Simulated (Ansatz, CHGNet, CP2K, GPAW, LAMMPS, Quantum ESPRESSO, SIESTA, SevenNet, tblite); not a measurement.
## GPAW on glassy 53P2O5-24SrO-24Li2O (mol %) (83 atoms): settings against a plane-wave reference

Aim: run glassy 53P2O5-24SrO-24Li2O (mol %) (83 atoms) in GPAW and see how near its forces come to a plane-wave reference, and at what cost.

Method: the method is named at each step, in GPAW 26.7.0.

### Step 1. Starting point

The cell holds 83 atoms: 18 P, 4 Sr, 8 Li and 53 O. Cell: a = 10.375 Å, b = 10.375 Å, c = 10.375 Å, α = 90.0°, β = 90.0°, γ = 90.0°. 83 atoms (18 P, 4 Sr, 8 Li, 53 O) placed at random at 2.74 g/cm³, melted at 4000 K for 10 ps at fixed volume with the Morse and Coulomb pair potential with partial charges (Pedone, Malavasi, Menziani, Cormack and Segre, J. Phys. Chem. B 110, 11780 (2006)). Quenched from 4000 K to 300 K at 20 K/ps and fixed volume, held 10 ps at zero pressure, then minimised at fixed cell.

The yardstick, on the same geometry:

```
method                                           : Kohn-Sham DFT, PBE, PAW, plane waves (Ansatz 0.2.0); cutoff 420 eV, Γ point, fermi-dirac smearing of 0.05 eV; PAW set soft_2
r.m.s. force component                           : 1.226 eV/Å
longest force                                    : 4.925 eV/Å
pressure                                         : 2.124 GPa
gap (highest filled to lowest empty level) : 2.263 eV
SCF cycles                                       : 9
time                                             : 16 s on 4 threads of Arm Neoverse V1, shared host
CPU time                                         : 59 s
```

### Step 2. PBE, LCAO dzp, h 0.18 Å

Method: Kohn-Sham DFT, PBE, PAW, atomic orbitals (dzp).

File run.py:

```python
import numpy as np
from ase.io import read
from gpaw import GPAW, FermiDirac

atoms = read("structure.xyz")
atoms.calc = GPAW(
    mode="lcao",
    basis="dzp",
    h=0.18,
    xc="PBE",
    kpts={"size": (1, 1, 1), "gamma": True},
    occupations=FermiDirac(0.05),
    maxiter=200,
    symmetry={"point_group": False},
    txt="gpaw.txt",
)
energy = atoms.get_potential_energy(force_consistent=True)
forces = atoms.get_forces()
print(f"energy {energy:.6f} eV")
print("forces (eV/A)")
for i, (a, f) in enumerate(zip(atoms, forces)):
    print(f"{i:4d} {a.symbol:2s} {f[0]:10.5f} {f[1]:10.5f} {f[2]:10.5f}")
print(f"Fermi level {atoms.calc.get_fermi_level():.4f} eV")
for k in range(len(atoms.calc.get_ibz_k_points())):
    for s in range(atoms.calc.get_number_of_spins()):
        e = atoms.calc.get_eigenvalues(kpt=k, spin=s)
        n = np.searchsorted(e, atoms.calc.get_fermi_level())
        print(f"k {k} spin {s} levels about the Fermi level:", np.round(e[max(n - 6, 0):n], 4).tolist(), "|", np.round(e[n:n + 6], 4).tolist())
```

File structure.xyz:

```xyz
83
Lattice="10.37499 0.00000 0.00000 0.00000 10.37499 0.00000 0.00000 0.00000 10.37499" Properties=species:S:1:pos:R:3 pbc="T T T"
P 7.11154 9.11474 0.64076
P 2.47568 3.37851 7.41086
P 3.40393 7.65218 3.27445
P 0.78549 9.29412 7.49303
P 4.62735 5.02450 6.35323
P 7.48203 0.97764 6.99171
P 5.62231 6.47306 1.43445
P 7.87586 2.49021 2.79658
P 1.90298 3.56288 2.57870
P 4.60079 0.56865 0.55579
P 3.07318 8.64486 9.44010
P 8.41017 8.09073 4.93694
P 9.77812 0.23738 3.78656
P 9.61606 5.57469 8.70389
P 0.90522 8.80266 1.75213
P 10.32239 1.87082 7.62178
P 5.17349 7.90325 7.32941
P 8.23048 8.33879 8.11542
Sr 9.29858 5.53547 2.22855
Sr 6.82446 3.64702 9.60745
Sr 0.85770 5.93066 5.36667
Sr 3.54399 0.80780 4.62828
Li 2.02873 5.60415 0.07107
Li 6.91317 5.07866 4.11285
Li 5.73716 9.59147 4.75237
Li 10.00315 3.14383 0.37651
Li 4.87573 2.31165 8.29231
Li 0.84618 1.21709 0.35929
Li 4.92065 3.28047 3.55800
Li 3.81634 3.99001 0.04440
O 9.85863 8.85433 8.17528
O 10.36856 7.67770 1.40944
O 7.81683 8.91699 9.67281
O 10.22061 1.98328 9.12138
O 5.21364 4.66771 5.03135
O 2.68142 7.51035 10.31606
O 6.40635 2.16682 2.76462
O 0.24070 9.80229 2.76193
O 2.97409 6.64217 4.28674
O 5.30318 4.31413 7.50516
O 2.57860 3.81385 8.83534
O 3.94779 0.51833 1.88493
O 6.65877 5.80398 2.28457
O 6.95622 8.03470 4.60867
O 0.47818 5.91831 7.90356
O 0.90947 4.41414 3.35102
O 6.87395 0.93167 5.63746
O 6.66396 1.60397 8.07371
O 8.80391 1.28567 3.21220
O 5.29176 5.57355 0.28189
O 8.00213 9.41862 1.77485
O 3.79538 9.88571 10.04092
O 4.66345 1.90941 10.27083
O 3.28161 2.14192 7.09639
O 9.23291 7.03580 4.26910
O 1.00689 8.63842 6.17800
[... 23 atom lines left out ...]
O 6.28704 7.80376 0.89339
O 5.99726 10.20671 0.53327
O 8.15920 3.61828 3.75813
O 4.79906 6.54849 6.67994
```

On the command line:

```
$ OMP_NUM_THREADS=1 python run.py > output.txt
```

What it wrote:

```text
energy -511.750579 eV
forces (eV/A)
   0 P     1.19669   -0.23200    2.07827
   1 P     2.65392   -1.89404    3.14788
   2 P    -0.19474    0.34941    2.11946
   3 P    -2.59624   -1.98548   -2.34229
   4 P     2.84598   -2.55212    1.65691
   5 P    -1.68225   -2.33523    0.10088
   6 P     1.26757   -0.35683    0.06633
   7 P    -1.68815    1.75551   -0.22050
   8 P    -0.46603   -0.31028   -1.30784
   9 P    -0.77365   -0.45624    2.67694
  10 P     0.09341   -1.57294    2.65230
  11 P    -2.44755   -0.17550    0.17295
  12 P     1.64198    0.83676    2.12564
  13 P     1.43806   -1.25731   -2.13762
  14 P    -0.95826   -0.76297   -3.05886
  15 P    -1.16732   -1.25723    3.46802
  16 P     0.92345    3.15639   -0.58447
  17 P     0.43292    0.56886   -2.25996
  18 Sr    0.13104    0.14161   -0.43849
  19 Sr    1.46217    0.42333   -0.14979
  20 Sr    0.07935    0.44230    0.34659
  21 Sr   -1.57000    0.28935   -0.49353
  22 Li   -0.65261    0.29449   -0.00605
  23 Li   -0.11449    0.11666    0.16658
[...]
75 O    -2.42048    1.64574   -3.32208
  76 O     0.36812   -1.62608    0.65265
  77 O    -0.52582    1.38832   -2.09259
  78 O     1.98646    2.12339   -2.76479
  79 O    -0.93282   -0.21975   -1.06214
  80 O     0.52190    1.25571   -1.00879
  81 O     0.83305    2.42795    1.88541
  82 O    -1.08585    0.64291   -1.03710
Fermi level 4.0517 eV
k 0 spin 0 levels about the Fermi level: [2.3451, 2.3618, 2.54, 2.6114, 2.7123, 3.0646] | [5.0383, 6.0706, 6.7888, 6.8938, 7.2172, 7.5321]
```

gpaw.txt:

```text
Input parameters:
  mode=LCAO(),
  basis={'default': 'dzp'},
  h=0.18,
  kpts=MonkhorstPack(size=(1, 1, 1), gamma=True),
  maxiter=200,
  occupations=Occupations(name='fermi-dirac', width=0.05, fixmagmom=False),
  symmetry=Symmetry(point_group=False),
  xc=XC(name='PBE')
Unit cell  # Å
| periodic |         x |         y |         z |   lengths |    angles |
|----------|-----------|-----------|-----------|-----------|-----------|
|      yes | 10.374990 |  0.000000 |  0.000000 | 10.374990 | 90.000000 |
|      yes |  0.000000 | 10.374990 |  0.000000 | 10.374990 | 90.000000 |
|      yes |  0.000000 |  0.000000 | 10.374990 | 10.374990 | 90.000000 |
Number of symmetries: 1
Symmetry operations  # r_c * U_cc + t_c -> r_c
|   | kind |            matrix            |
|---|------|------------------------------|
| 0 |  E   |  1, 0, 0,  0, 1, 0,  0, 0, 1 |
BZ-sampling:
  Number of BZ points: 1
  Number of IBZ points: 1
  Monkhorst-Pack size: [1, 1, 1]
  Monkhorst-Pack shift: [0, 0, 0]
[... lines left out ...]
eigensolver:
density mixing:
  MSR1-Mixer
occupation numbers:
  Fermi-Dirac:
    width: 0.0500  # eV
FastPoissonSolver using
    Stencil: 6*3+1=19 point O(h^6) finite-difference Laplacian
xc functional:
  name: PBE with 2 nearest neighbor stencil
interpolation: tri-quintic # 5. degree polynomial
Initialization done in: 9.894 s
convergence criteria:
- Maximum [total energy] change in last 3 cyles: 0.0005 eV / valence electron
- Maximum integral of absolute [dens]ity change: 0.0001 electrons / valence electron
- Maximum integral of absolute [eigenst]ate change: 4e-08 eV^2 / valence electron
maximum number of iterations: 200
SCF iterations
|iter     |      energy | eigst |  dens |
|---------|-------------|-------|-------|
|iter:   1| -572.218601 |      c|       |
|iter:   2| -557.131252 |      c| -0.82 |
|iter:   3| -511.553466 |      c| -0.87 |
|iter:   4| -511.673463 |      c| -1.49 |
|iter:   5| -511.790301 |      c| -1.80 |
|iter:   6| -511.751901c|      c| -2.23 |
|iter:   7| -511.750958c|      c| -2.93 |
|iter:   8| -511.750588c|      c| -3.33 |
|iter:   9| -511.750580c|      c| -3.88 |
|iter:  10| -511.750579c|      c| -4.28c|
Converged in 10 steps
SCF loop duration: 113.458 s (11.346 s/step)
Energy contributions relative to reference atoms: (reference = -623227.000410)
Energy contributions:
  Kinetic:         531.472554
  Coulomb:        -409.179270
  Zero:              7.789940
  External:          0.000000
  Xc:             -641.833803
  Entropy:          -0.000000
  Spinorbit:         0.000000
  ----------------------------
  Free energy:    -511.750579
  Extrapolated:   -511.750579
dipole moment: (56.155512, -12.149698, 27.560545)  # |e|*Ang
Fermi level: 4.052
Eigenvalues  # (at kpt = [0.000, 0.000, 0.000])
| band index |      eig [eV] | occ [0-2] |
|------------|---------------|-----------|
|          0 |       -32.131 |     2.000 |
|        ... |               |           |
|        220 |         2.119 |     2.000 |
|        221 |         2.159 |     2.000 |
[...]
|        235 |         7.693 |     0.000 |
|        ... |               |           |
|        277 |        10.683 |     0.000 |
Gap: 1.974 eV
Transition (v -> c):
  (s=0, k=0, n=227, [0.00, 0.00, 0.00]) -> (s=0, k=0, n=228, [0.00, 0.00, 0.00])
No difference between direct/indirect transitions
Force computation time: 28.907  # s
timing:  # [seconds]
  Total:  152.291  # ━━━━━━━━━━━━━━━━━━━━━━━━━━━━━━━━━━━━━━━━━━━━━━━━━━━━━━━━
  Init:     9.893  # ━━━╸
  SCF:    113.458  # ━━━━━━━━━━━━━━━━━━━━━━━━━━━━━━━━━━━━━━━━━╸
  Forces:  28.907  # ━━━━━━━━━━╸
```

The job ended after 2.6 min (1 thread of Arm Neoverse V1, shared host; peak memory 1.4 GiB).

Banners, paths, timers and routine set-up lines are dropped from the logs unmarked, and long logs keep their key lines alone; longer cuts are marked.

Against the reference:

```
r.m.s. force component                           : 1.566 eV/Å
r.m.s. difference of force components            : 588.1 meV/Å
longest difference of force vectors              : 1665 meV/Å
force difference over r.m.s. force               : 47.97 %
slope of forces against the reference's          : 1.2
correlation of force components                  : 0.9399
gap (highest filled to lowest empty level) : 1.974 eV
gap difference                                   : -0.2893 eV
```

This run lies far from the reference in forces at the same functional. Basis and potentials both differ; the latter hold 456 valence electrons against the reference's 472.

Length of the force difference by element (eV/Å):

```
element  atoms  mean  most
     Li      8  0.13  0.18
      O     53   1.2   1.7
      P     18  0.28  0.53
     Sr      4  0.14  0.17
```

Levels nearest the highest filled one (eV from it): -0.72, -0.70, -0.52, -0.45, -0.35, 0.00, 1.97, 3.01, 3.72, 3.83, 4.15, 4.47.

The surroundings of O75, which bears the longest force, nearest first, numbered as they follow in the input and with coordinates relative to it.

```
atom      x      y      z  distance (Å)  bonds     Fx     Fy  Fz (eV/Å)
 O75   0.00   0.00   0.00          0.00      3  -3.42   2.71      -3.04
  P2  -0.65  -1.14   0.86          1.57      4   2.65  -1.89       3.15
  P5   1.50   0.51  -0.20          1.59      4   2.85  -2.55       1.66
 O40   2.17  -0.21   0.96          2.38      3   1.16  -1.13       2.19
 O54   0.15  -2.38   0.55          2.44      3   1.19  -2.08      -1.33
 O41  -0.55  -0.71   2.29          2.46      2   0.00   1.02       2.25
 O35   2.08   0.15  -1.52          2.58      3   0.13  -0.10      -2.37
 O83   1.67   2.03   0.13          2.63      2  -1.09   0.64      -1.04
 O76  -2.14  -1.59   0.60          2.73      2  -2.42   1.65      -3.32
```

Atoms are counted from 1 here, from 0 in the log.

Forces lie 48 % from the reference's, at 2.6 times its CPU time (on 1 against 4 cores).

The difference per atom is largest on O (1.2 eV/Å on average, against 0.28 on P).

### Step 3. PBE, LCAO sz(dzp), h 0.18 Å

Method: Kohn-Sham DFT, PBE, PAW, atomic orbitals (sz(dzp)).

run.py, as its differences from that of step 2:

```diff
@@ -7,3 +7,3 @@
     mode="lcao",
-    basis="dzp",
+    basis="sz(dzp)",
     h=0.18,
```

structure.xyz is that of step 2.

What it wrote:

```text
energy -305.408838 eV
forces (eV/A)
   0 P     0.10623   -0.59735   -0.06526
   1 P    -0.39552    0.21694    0.48791
   2 P    -0.76584    0.17503   -0.58623
   3 P    -1.77393   -0.98520   -0.30507
   4 P     0.72893    0.30119    0.17503
   5 P     0.08658   -1.67476    0.23392
[...]
80 O     0.53905    1.85497   -1.44008
  81 O     1.82431    7.44851    5.51090
  82 O    -1.49240    0.56502   -1.38850
Fermi level 5.1210 eV
k 0 spin 0 levels about the Fermi level: [3.6854, 3.8742, 3.9285, 4.1276, 4.395, 4.8584] | [5.3835, 6.6082, 7.3265, 7.5238, 7.7337, 8.2114]
```

gpaw.txt:

```text
Input parameters:
  mode=LCAO(),
  basis={'default': 'sz(dzp)'},
  h=0.18,
  kpts=MonkhorstPack(size=(1, 1, 1), gamma=True),
  maxiter=200,
  occupations=Occupations(name='fermi-dirac', width=0.05, fixmagmom=False),
[... lines left out ...]
  Fermi-Dirac:
[... lines left out ...]
convergence criteria:
- Maximum [total energy] change in last 3 cyles: 0.0005 eV / valence electron
[... lines left out ...]
Converged in 11 steps
[... lines left out ...]
  Free energy:    -305.408838
[... lines left out ...]
Fermi level: 5.121
[... lines left out ...]
|        ... |               |           |
|        277 |        12.526 |     0.000 |
Gap: 0.525 eV
Transition (v -> c):
  (s=0, k=0, n=227, [0.00, 0.00, 0.00]) -> (s=0, k=0, n=228, [0.00, 0.00, 0.00])
No difference between direct/indirect transitions
Force computation time: 7.274  # s
timing:  # [seconds]
  Total:  56.486  # ━━━━━━━━━━━━━━━━━━━━━━━━━━━━━━━━━━━━━━━━━━━━━━━━━━━━━━━━━
  Init:    7.269  # ━━━━━━━╸
  SCF:    41.915  # ━━━━━━━━━━━━━━━━━━━━━━━━━━━━━━━━━━━━━━━━━━╸
  Forces:  7.274  # ━━━━━━━╸
```

It took 58 s on 1 thread; peak memory 1.1 GiB.

Against the reference:

```yaml
r_m_s_force_component: 3.71 eV/Å
r_m_s_difference_of_force_components: 3218 meV/Å
longest_difference_of_force_vectors: 9978 meV/Å
force_difference_over_r_m_s_force: 262.5 %
slope_of_forces_against_the_reference_s: 1.633
correlation_of_force_components: 0.5397
spacing_of_highest_filled_and_lowest_empty_level: 0.5251 eV
gap_difference: -1.738 eV
```

This is a coarse setting, run to see what it loses.

Against the first run (48 %), the force difference from the reference is 262 %, at 0.38 times the CPU time, with 344 basis functions against 1079: the smaller basis costs accuracy.

### Step 4. revPBE, LCAO dzp, h 0.18 Å

Method: Kohn-Sham DFT, revPBE, PAW, atomic orbitals (dzp).

run.py, as its differences from that of step 3:

```diff
@@ -7,5 +7,5 @@
     mode="lcao",
-    basis="sz(dzp)",
+    basis="dzp",
     h=0.18,
-    xc="PBE",
+    xc="revPBE",
     kpts={"size": (1, 1, 1), "gamma": True},
```

structure.xyz is that of step 3.

What it wrote:

```text
energy -487.508122 eV
forces (eV/A)
   0 P     1.21401   -0.22668    2.09987
   1 P     2.67374   -1.91447    3.15583
   2 P    -0.20794    0.34142    2.13791
   3 P    -2.60432   -1.99988   -2.36831
   4 P     2.87224   -2.56945    1.67476
   5 P    -1.69695   -2.34001    0.09678
   6 P     1.28392   -0.35799    0.07428
   7 P    -1.70940    1.75357   -0.23341
   8 P    -0.47551   -0.32700   -1.32554
   9 P    -0.78153   -0.45806    2.69356
  10 P     0.08687   -1.58187    2.67865
  11 P    -2.47273   -0.18426    0.15939
  12 P     1.65567    0.85673    2.15400
  13 P     1.46423   -1.26476   -2.15318
  14 P    -0.96580   -0.76771   -3.08664
  15 P    -1.18320   -1.26018    3.48401
  16 P     0.92722    3.17354   -0.58880
  17 P     0.43603    0.57554   -2.28469
  18 Sr    0.12714    0.13745   -0.46051
  19 Sr    1.50626    0.44313   -0.11830
  20 Sr    0.04264    0.40752    0.36841
  21 Sr   -1.59508    0.29205   -0.46170
  22 Li   -0.69049    0.29878   -0.04123
  23 Li   -0.09420    0.16115    0.21644
[...]
75 O    -2.47818    1.71163   -3.42686
  76 O     0.36000   -1.63810    0.67045
  77 O    -0.58703    1.49022   -2.11101
  78 O     2.04072    2.18345   -2.78299
  79 O    -0.94130   -0.23028   -1.08399
  80 O     0.55391    1.30750   -1.02183
  81 O     0.90250    2.48056    2.03690
  82 O    -1.11274    0.65871   -1.07123
Fermi level 4.2150 eV
k 0 spin 0 levels about the Fermi level: [2.491, 2.5065, 2.6871, 2.7547, 2.8625, 3.2173] | [5.2126, 6.2527, 6.9828, 7.171, 7.4893, 7.742]
```

gpaw.txt:

```text
Input parameters:
  mode=LCAO(),
  basis={'default': 'dzp'},
  h=0.18,
  kpts=MonkhorstPack(size=(1, 1, 1), gamma=True),
  maxiter=200,
  occupations=Occupations(name='fermi-dirac', width=0.05, fixmagmom=False),
  symmetry=Symmetry(point_group=False),
  xc=XC(name='revPBE')
Unit cell  # Å
| periodic |         x |         y |         z |   lengths |    angles |
[... lines left out ...]
  Fermi-Dirac:
[... lines left out ...]
convergence criteria:
- Maximum [total energy] change in last 3 cyles: 0.0005 eV / valence electron
[... lines left out ...]
Converged in 10 steps
[... lines left out ...]
  Free energy:    -487.508122
  Extrapolated:   -487.508122
dipole moment: (56.218668, -12.244002, 27.655003)  # |e|*Ang
Fermi level: 4.215
Eigenvalues  # (at kpt = [0.000, 0.000, 0.000])
| band index |      eig [eV] | occ [0-2] |
|------------|---------------|-----------|
|          0 |       -32.122 |     2.000 |
|        ... |               |           |
|        220 |         2.262 |     2.000 |
|        221 |         2.299 |     2.000 |
[...]
|        235 |         7.930 |     0.000 |
|        ... |               |           |
|        277 |        10.913 |     0.000 |
Gap: 1.995 eV
Transition (v -> c):
  (s=0, k=0, n=227, [0.00, 0.00, 0.00]) -> (s=0, k=0, n=228, [0.00, 0.00, 0.00])
No difference between direct/indirect transitions
Force computation time: 29.116  # s
timing:  # [seconds]
  Total:  153.596  # ━━━━━━━━━━━━━━━━━━━━━━━━━━━━━━━━━━━━━━━━━━━━━━━━━━━━━━━━
  Init:     9.685  # ━━━╸
  SCF:    114.766  # ━━━━━━━━━━━━━━━━━━━━━━━━━━━━━━━━━━━━━━━━━━
  Forces:  29.116  # ━━━━━━━━━━╸
```

The job ended after 2.6 min (1 thread; peak memory 1.4 GiB).

Compared with the plane-wave run:

```yaml
r_m_s_force_component: 1.601 eV/Å
r_m_s_difference_of_force_components: 628 meV/Å
longest_difference_of_force_vectors: 1762 meV/Å
force_difference_over_r_m_s_force: 51.22 %
slope_of_forces_against_the_reference_s: 1.222
correlation_of_force_components: 0.9354
spacing_of_highest_filled_and_lowest_empty_level: 1.995 eV
gap_difference: -0.2677 eV
```

Against the first run (48 %), the force difference from the reference is 51 %, at 1.0 times the CPU time; the model has changed, so this is no error of the program alone.

The difference per atom is largest on O (1.2 eV/Å on average, against 0.28 on P).

(Part 1 of 2 ends here.)

[Also dropped from logs without a mark: logging warnings of Python, and SIESTA's first energy breakdown and zero terms.]

[Logs are printed without paths, hosts, clocks, repeated set-up lines and the standing remarks that a program may print on its own settings, such as how far it seeks lower states.]

[Hosts, paths, dates, database ids (printed as entryN), source tags and the programs' standing remarks are cut or masked in the printed files.]
